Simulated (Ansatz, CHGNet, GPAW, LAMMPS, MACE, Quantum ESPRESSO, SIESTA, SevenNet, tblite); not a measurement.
# Codes compared on glassy 75Sc2O3-25SiO2 (mol %) (72 atoms)

Wanted: errors and costs of other methods on glassy 75Sc2O3-25SiO2 (mol %) (72 atoms). A plane-wave run serves as the reference.

Calculated with Ansatz 0.2.0; Kohn-Sham DFT, PBE, PAW, plane waves.

## Step 1: Starting point

The cell holds 72 atoms: 24 Sc, 4 Si and 44 O. Cell: a = 9.740 Å, b = 9.740 Å, c = 9.740 Å, α = 90.0°, β = 90.0°, γ = 90.0°. 72 atoms (24 Sc, 4 Si, 44 O) placed at random at 3.36 g/cm³, melted at 4000 K for 10 ps at fixed volume with the Morse and Coulomb pair potential with partial charges (Pedone, Malavasi, Menziani, Cormack and Segre, J. Phys. Chem. B 110, 11780 (2006)). Quenched from 4000 K to 300 K at 20 K/ps and fixed volume, held 10 ps at zero pressure.

## Step 2: Plane-wave reference

The PAW files are the set soft_2.

input.yaml reads:

```yaml
crystal:
  lattice:
    - [9.74015, 0.0, 0.0]
    - [0.0, 9.74015, 0.0]
    - [0.0, 0.0, 9.74015]
  atoms:
    - { symbol: Sc, position: [0.30593, 0.28076, 0.2033] }
    - { symbol: Sc, position: [0.49003, 0.66847, 0.03573] }
    - { symbol: Sc, position: [0.06382, 0.63961, 0.75682] }
    - { symbol: Sc, position: [0.32317, 0.45277, 0.90445] }
    [... 62 atom lines left out ...]
    - { symbol: O, position: [0.79996, 0.18997, 0.49772] }
    - { symbol: O, position: [0.42419, 0.00195, 0.73878] }
    - { symbol: O, position: [0.67116, 0.68717, 0.16466] }
    - { symbol: O, position: [0.91583, 0.52261, 0.3407] }
    - { symbol: O, position: [0.04386, 0.98559, 0.54604] }
    - { symbol: O, position: [0.4998, 0.17347, 0.53332] }
kpoints:
  mp_grid: { grid: [1, 1, 1] }
hamiltonian:
  xc: pbe
scf:
  occupations: { method: fermi_dirac, width: 0.05 }
output:
  forces: true
  eigenvalues: true
  populations: true
  stress: true
```

Started as:

```bash
> ansatz run input.yaml --threads 4 --pin off --max-ram 8192MiB --backend cpu --events-out ev --progress --plain --runs-dir out
```

The program printed:

```text
[...]
Pseudopotentials: kind: paw
Pseudopotential: Sc, paw, valence charge 11, recommended cutoff 420 eV (normal), Sc.paw.azcp
Pseudopotential: Si, paw, valence charge 4, recommended cutoff 420 eV (normal), Si.paw.azcp
Pseudopotential: O, paw, valence charge 6, recommended cutoff 420 eV (normal), O.paw.azcp
[...]
Crystal: 72 atoms, lattice volume = 924.053 Å³
Basis set: ecut = 420 eV, 17941 PW (Γ), exchange–correlation on 144×144×144 points (8 copies of the dense FFT grid, shifted against one another)
Bands: 344, of which v1, the nominal top of the filled ones, is band 272 counted from 1 (271 counted from 0)
Symmetry: 1 space group operations
Space group: P1 (ITA 1), of the structure as read, at distance tolerance 9.7e-5 Å
k-points: 1
[...]
Initial density: superposition of atomic densities (neutral atoms: chi_scale 0, normalization atom), corrected by the library's trained network
Initial wavefunctions: pseudopotential atomic-orbital guess
[...]
SCF iter   1: F=—  HF=-78892.355489 eV  |F-HF|=—  |Δ(HF+E_count)|=         —  Δρ=2.94e-3  dr2=8.41e-2  ethr=1.77e-3  ⟨swp⟩=5.0  Hψ=1288  notcnv=0  defer=17
preconditioner: auto → Resta (q_TF=auto, 2.498 Å⁻¹)  ε∞=3.7  [insulator: Δε(μ)=2.749 eV  Ē_g=16.633 eV  σ=0.050 eV  W_gap=1.00  n_scr=250 (ndim 8)  ℏωp=27.2 eV  f_vac=0.071  D(μ)=0.00/eV (n_scr^D=0)  ε∞_Penn≈3.7]
[...]
SCF iter   9: F=—  HF=-78892.355601 eV  |F-HF|=—  |Δ(HF+E_count)|=   1.69e-6  Δρ=7.38e-6  dr2=5.00e-7  ethr=2.21e-10  ⟨swp⟩=2.0  Hψ=439  notcnv=0  defer=63
SCF iter  10: F=-78892.355601 eV  HF=-78892.355601 eV  |F-HF|=1.29e-8  |Δ(HF+E_count)|=   1.37e-7  Δρ=2.36e-6  dr2=5.51e-8  ethr=1.84e-11  ⟨swp⟩=11.0  Hψ=1535  notcnv=0
SCF 1 converged in 10 iterations: F = -78892.355601 eV  dr2 = 5.51e-8
[...]
SCF converged after 10 iterations
Free energy (F): -78892.355601 eV
Harris-Foulkes:  -78892.355601 eV  (|F-HF|=1.29e-8)
Internal energy: -78892.355601 eV  (E = F + TS)
E sigma→0 (E₀):  -78892.355601 eV
Fermi energy:    8.757148 eV
--- Per-component energies (eV) ---
[...]
Σ components = -78892.355601   (vs F -78892.355601, Δ=0.00e0)
--- Forces (eV/Å), atoms counted from 1 ---
  atom   1  Sc    -0.82753874    -0.86868270     1.22915566
  atom   2  Sc    -0.52175638     0.58775939     0.92549014
  atom   3  Sc     0.44665412     0.96075312    -1.10484562
  atom   4  Sc     0.37686314     0.45865594     0.62563862
[...]
atom  72  O      0.08377538     0.23668525     0.14954436
  max |Σ_I F_I| component: 1.34e-4 eV/Å
--- Stress (GPa, compression-positive) ---
        2.067614      -1.907919      -0.571382
       -1.907918      -0.737223      -0.436822
       -0.571382      -0.436822      -0.498252
  P = ⅓ Tr σ = 0.2774 GPa (2.774 kbar)
--- Band table (eV) ---
  k-point 0: bands = ["-41.5614", "-41.4704", "-41.2497", "-41.1380", [... 328 levels ...], "12.4421", "12.4696", "12.5010", "12.5369", "12.5503", "12.5727", "12.6160", "12.6437", "12.6519", "12.6772", "12.7215", "12.7495"]
--- Löwdin populations: 72 sites ---
  site symbol       q [e]
     0     Sc      9.7797
     1     Sc      9.8894
     2     Sc      9.7327
[...]
71      O      6.7243
  spilling = 0.004640 (of n_electrons = 544.000000)
```

Wall time 18 s (4 threads of Arm Neoverse V1, shared host); peak memory 1.2 GiB; 59 s of CPU time.

The column dr2 measures how far the density is from self-consistency, as an energy; F and HF (Harris–Foulkes) agree once it is small.

Numbers from this run:

| Quantity | Value |
| --- | --- |
| free energy | -78892.3556 eV |
| free energy per atom | -1095.7272 eV/atom |
| SCF cycles | 10 |
| pressure | 0.2774 GPa |
| r.m.s. force component | 0.8481 eV/Å |
| longest force | 3.788 eV/Å |
| Fermi energy | 8.757 eV |
| gap (highest filled to lowest empty level) | 2.694 eV |
| spilling of the projection | 0.00464 |

Neighbours are counted within 2.83 Å (O-Sc), 2.08 Å (O-Si).

Length of the force by element and coordination:

```tsv
element	coordination	atoms	mean length of the force (eV/Å)	spread	least	most
O	all	44	0.996	0.594	0.243	3.13
O	2	5	0.896	0.478	0.243	1.65
O	3	18	1.12	0.575	0.292	2.27
O	4	19	0.895	0.626	0.351	3.13
O	5	2	1.06	0.476	0.587	1.54
Sc	all	24	1.39	0.553	0.582	2.41
Sc	4	1	1.03	0	1.03	1.03
Sc	5	9	1.42	0.675	0.582	2.41
Sc	6	13	1.37	0.480	0.793	2.23
Sc	7	1	1.70	0	1.70	1.70
Si	all	4	3.23	0.474	2.52	3.79
```

Löwdin charges by element and coordination (they lack the spilled electrons, 0.035 e an atom on average):

```tsv
element	coordination	atoms	mean charge (e)	spread	least	most
O	all	44	-0.750	0.0276	-0.840	-0.674
O	2	5	-0.767	0.0319	-0.798	-0.718
O	3	18	-0.758	0.0241	-0.840	-0.724
O	4	19	-0.738	0.0249	-0.788	-0.674
O	5	2	-0.750	0.0197	-0.769	-0.730
Sc	all	24	1.20	0.047	1.10	1.31
Sc	4	1	1.21	0	1.21	1.21
Sc	5	9	1.22	0.0568	1.10	1.31
Sc	6	13	1.18	0.0358	1.11	1.23
Sc	7	1	1.22	0	1.22	1.22
Si	all	4	1.68	0.023	1.65	1.71
```

The levels nearest the highest filled one (over half full), pooled over k-points and spins:

```tsv
level less the highest filled one (eV)	occupation
-0.584	2
-0.477	2
-0.391	2
-0.307	2
-0.267	2
0	2
2.69	0
2.83	0
3.02	0
3.14	0
3.30	0
3.31	0
```

## Step 3: Local order

Density 3.41 g/cm³, 12.83 Å³ an atom.

g(r), total and by pair (bins of 0.2 Å):

```tsv
r (Å)	total	O-O	O-Sc	O-Si	Sc-Sc	Sc-Si	Si-Si
1.50	0.29	0.00	0.00	4.26	0.00	0.00	0.00
1.70	0.59	0.00	0.00	8.65	0.00	0.00	0.00
1.90	0.29	0.00	0.71	0.00	0.00	0.00	0.00
2.10	3.10	0.00	7.61	0.00	0.00	0.00	0.00
2.30	0.55	0.00	1.36	0.00	0.00	0.00	0.00
2.50	0.40	0.71	0.33	0.00	0.00	0.00	0.00
2.70	0.89	2.18	0.19	0.00	0.00	0.00	0.00
2.90	1.11	2.52	0.13	0.24	0.46	0.90	5.20
3.10	1.21	1.90	0.33	0.89	2.22	1.57	0.00
3.30	1.18	1.33	0.35	0.75	3.08	3.56	4.29
3.50	0.86	0.86	0.59	0.68	1.85	1.28	0.00
3.70	0.83	0.47	0.96	1.07	1.51	0.56	0.00
3.90	1.00	0.50	1.27	1.24	1.85	0.00	0.00
4.10	1.05	1.12	1.01	1.88	0.61	0.67	0.00
4.30	1.04	0.72	1.31	2.07	0.62	0.41	4.97
4.50	0.91	0.62	1.36	0.41	0.51	1.13	0.00
4.70	1.08	0.75	1.50	1.04	0.81	0.68	0.00
```

Bonds by pair of elements; cutoffs follow the first minimum of g(r), held within bounds set by covalent radii, and pairs that aren't listed don't count as bonded:

```tsv
pair A-B	cutoff (Å)	bonds	mean length (Å)	spread (Å)	shortest (Å)	B about A	A about B
O-Sc	2.83	134	2.15	0.148	1.95	3.04	5.58
O-Si	2.08	16	1.61	0.03	1.55	0.364	4
```

How many atoms have how many bonded neighbours:

```tsv
element	mean	2	3	4	5	6	7
O	3.41	5	18	19	2	0	0
Sc	5.58	0	0	1	9	13	1
Si	4	0	0	4	0	0	0
```

## Step 4: The ladder

The programs:
- CHGNet: machine-learned potential, published weights.
- GPAW 26.7.0: PAW with atomic orbitals (LCAO), plane waves or a real-space grid of spacing h.
- MACE: machine-learned potential, published weights.
- Quantum ESPRESSO 7.5: plane waves; labels (QE) give functional, pseudopotential set and cutoffs of waves/density.
- SIESTA 5.4.2: numerical atomic orbitals, whose automatically made sets are far from complete, with PseudoDojo norm-conserving potentials that we converted to its format (checked against plane waves on the same files for H, C, O, Si, Ge and Ca alone); labels give functional, basis size, energy shift and mesh cutoff.
- SevenNet: machine-learned potential, published weights.
- tblite 0.8.0: extended tight binding, driven from Python.

All use the same cell and atoms; the electronic-structure runs use the same k-mesh, and an electronic temperature of 580 K (0.05 eV) where levels are smeared.

Differences are against the plane-wave reference, forces as r.m.s. over components; share is that over the reference's r.m.s. force, slope the least-squares factor from reference forces to these. Total energies of different programs have different zeros and aren't compared.

```tsv
run	Δ force, r.m.s. (meV/Å)	share (%)	slope	Δ pressure (GPa)	Δ gap (eV)	cores	CPU time	memory (GiB)
reference	-	-	-	-	-	4	59 s	1.2
CHGNet 0.3.0 potential	136	16.1	0.932	0.431	-	1	4.7 s	1.1
GPAW PBE, LCAO dzp, h 0.18 Å	217	25.6	1.123	-	-0.0926	1	9.5 min	2.0
GPAW PBE, LCAO dzp, h 0.18 Å, other mixer settings	217	25.6	1.123	-	-0.092	2	13 min	2.3
GPAW RPBE, LCAO dzp, h 0.18 Å	247	29.1	1.141	-	-0.0717	1	9.3 min	2.0
MACE MP-0b3 medium potential	117	13.8	0.959	0.491	-	1	11 s	0.98
QE PBE, sg15-1.2, 60/240 Ry (coarse)	29.8	3.52	1.011	-12.4	0.0076	4	7.9 min	1.3
QE PBE, sssp-1.3.0-efficiency, 60/480 Ry	21.2	2.50	1.011	0.362	6.0e-4	4	11 min	2.6
SIESTA PBE, DZP, shift 0.01 Ry, mesh 100 Ry (coarse)	148	17.5	1.080	-0.231	-0.166	2	61 s	0.65
SIESTA PBE, DZP, shift 0.01 Ry, mesh 500 Ry	140	16.5	1.086	-0.322	-0.167	2	7.1 min	2.2
SIESTA PBE, SZ, shift 0.01 Ry, mesh 500 Ry (coarse)	1014	120	1.496	-9.38	-0.373	1	2.5 min	1.1
SIESTA PBE, SZP, shift 0.01 Ry, mesh 500 Ry (coarse)	321	37.9	1.223	0.0971	-0.245	2	5.8 min	2.0
SevenNet 0 potential	102	12.1	0.978	0.688	-	1	10 s	0.88
tblite GFN1-xTB	566	66.8	0.591	4.42	-	1	5.5 s	0.12
```

Rows marked coarse were listed beforehand as settings not expected to be converged; some can still land near the reference.

Times of the machine-learned potentials are mostly Python's start and the loading of weights.

CPU time is summed over cores on a shared host, where runs went side by side, so it is rough. Symmetry, cutoffs, thresholds, outputs and thread counts weren't matched or tuned between programs; memory under MPI is the largest rank's times the ranks.

Mean charges by element (e), by run and scheme:

```tsv
run	scheme	Sc	Si	O
reference	Löwdin	+1.20	+1.68	-0.75
SIESTA PBE, DZP, shift 0.01 Ry, mesh 500 Ry	Hirshfeld	+0.45	+0.39	-0.28
tblite GFN1-xTB	Mulliken	+0.80	+0.64	-0.49
```

The reference's Löwdin charges lack the electrons that the projection spills, 0.035 e an atom on average.

Within one program, basis, potentials and functional, energies share a zero. Each run against its twin at the usual cutoff or grid and solver:

```tsv
run	twin	Δ energy (meV/atom)	Δ force, r.m.s. (meV/Å)	CPU time over the twin's
GPAW PBE, LCAO dzp, h 0.18 Å, other mixer settings	LCAO dzp, h 0.18 Å	0	1.32	1.4 (this twin ran on 1 cores)
SIESTA PBE, DZP, shift 0.01 Ry, mesh 100 Ry	DZP, shift 0.01 Ry, mesh 500 Ry	6.23	65.5	0.14
```

## Step 5: Results

```yaml
reference_r_m_s_force_component: 0.848 eV/Å
nearest_in_forces: QE PBE, sssp-1.3.0-efficiency, 60/480 Ry, 2.5 %
farthest_in_forces: SIESTA PBE, SZ, shift 0.01 Ry, mesh 500 Ry (coarse), 120 %
cheapest_electronic_structure_run_beside_the_reference: tblite GFN1-xTB, 5.5 s of CPU time
```

**Reading.** PBE on plane waves or a grid with other potentials, cutoffs or grids, coarse settings apart, differs from the reference by 2.5 % (QE PBE, sssp-1.3.0-efficiency, 60/480 Ry) of the r.m.s. force; this holds the reference's own error, so differences of a few per cent don't tell which side is nearer the exact PBE result (QE's 60 Ry are 816 eV, against the reference's 420 eV). The PBE runs in local orbitals, coarse settings apart, differ by 17 % (SIESTA PBE, DZP, shift 0.01 Ry, mesh 500 Ry) to 26 % (GPAW PBE, LCAO dzp, h 0.18 Å); basis, grid and potentials can all enter. Tight binding differs by 67 % (tblite GFN1-xTB); it is another model, with fitted parameters of its own, and the xTB methods hold dispersion. Machine-learned potentials differ by 12 % (SevenNet 0 potential) to 16 % (CHGNet 0.3.0 potential); they were trained on other programs' data. Rows with another functional or a dispersion term differ by 29 % (GPAW RPBE, LCAO dzp, h 0.18 Å), which mixes the change of model with differences of basis and potentials. Runs with settings chosen to be coarse differ by 3.5 % (QE PBE, sg15-1.2, 60/240 Ry) to 120 % (SIESTA PBE, SZ, shift 0.01 Ry, mesh 500 Ry), their programs' other errors included. One electronic-structure run takes under half the reference's CPU time: tblite GFN1-xTB, at 67 % in 5.5 s against 59 s, too far off to be of use; its pressure misses by +4.4 GPa. SIESTA PBE, SZP, shift 0.01 Ry, mesh 500 Ry stiffens the forces by a factor of 1.22 while following their directions (correlation 0.970). At the same functional, gaps differ from the reference's 2.69 eV by between -0.37 and +0.01 eV. In pressure, QE PBE, sg15-1.2, 60/240 Ry misses by -12.4 GPa, at the same functional; a cutoff this low leaves a large Pulay stress. Charges hang on model, scheme and program or settings: among these rows the mean for Si runs from +0.39 to +1.68 e. In the reference: filled and empty levels are parted by 2.69 eV (at Γ alone); a semilocal functional tends to put such gaps too low. In a disordered cell it changes from sample to sample, and tail or defect levels can set it. In the reference: mean Löwdin charges: O -0.75, Sc +1.20, Si +1.68 e (they miss 0.46 % of the electrons, so they add up to more than the cell's charge). Periodic xTB results under one method name differ between programs and library versions. Machine-learned potentials mimic data converged in k, so the reference's own k-point error enters their differences. The quench rate of 20 K/ps is many orders above laboratory rates, so the cell is likely richer in defects and strain than a real sample. The network of bonds at the start is that of the classical potential that made the cell, and needn't be the one that DFT or experiment would give. The electronic-structure runs sample only Γ, in a cell whose shortest periodic width is 10 Å.

[Also dropped from logs without a mark: logging warnings of Python, and SIESTA's first energy breakdown and zero terms.]

[Logs are printed without paths, hosts, clocks, repeated set-up lines and the standing remarks that a program may print on its own settings, such as how far it seeks lower states.]

[Hosts, paths, dates, database ids (printed as entryN), source tags and the programs' standing remarks are cut or masked in the printed files.]
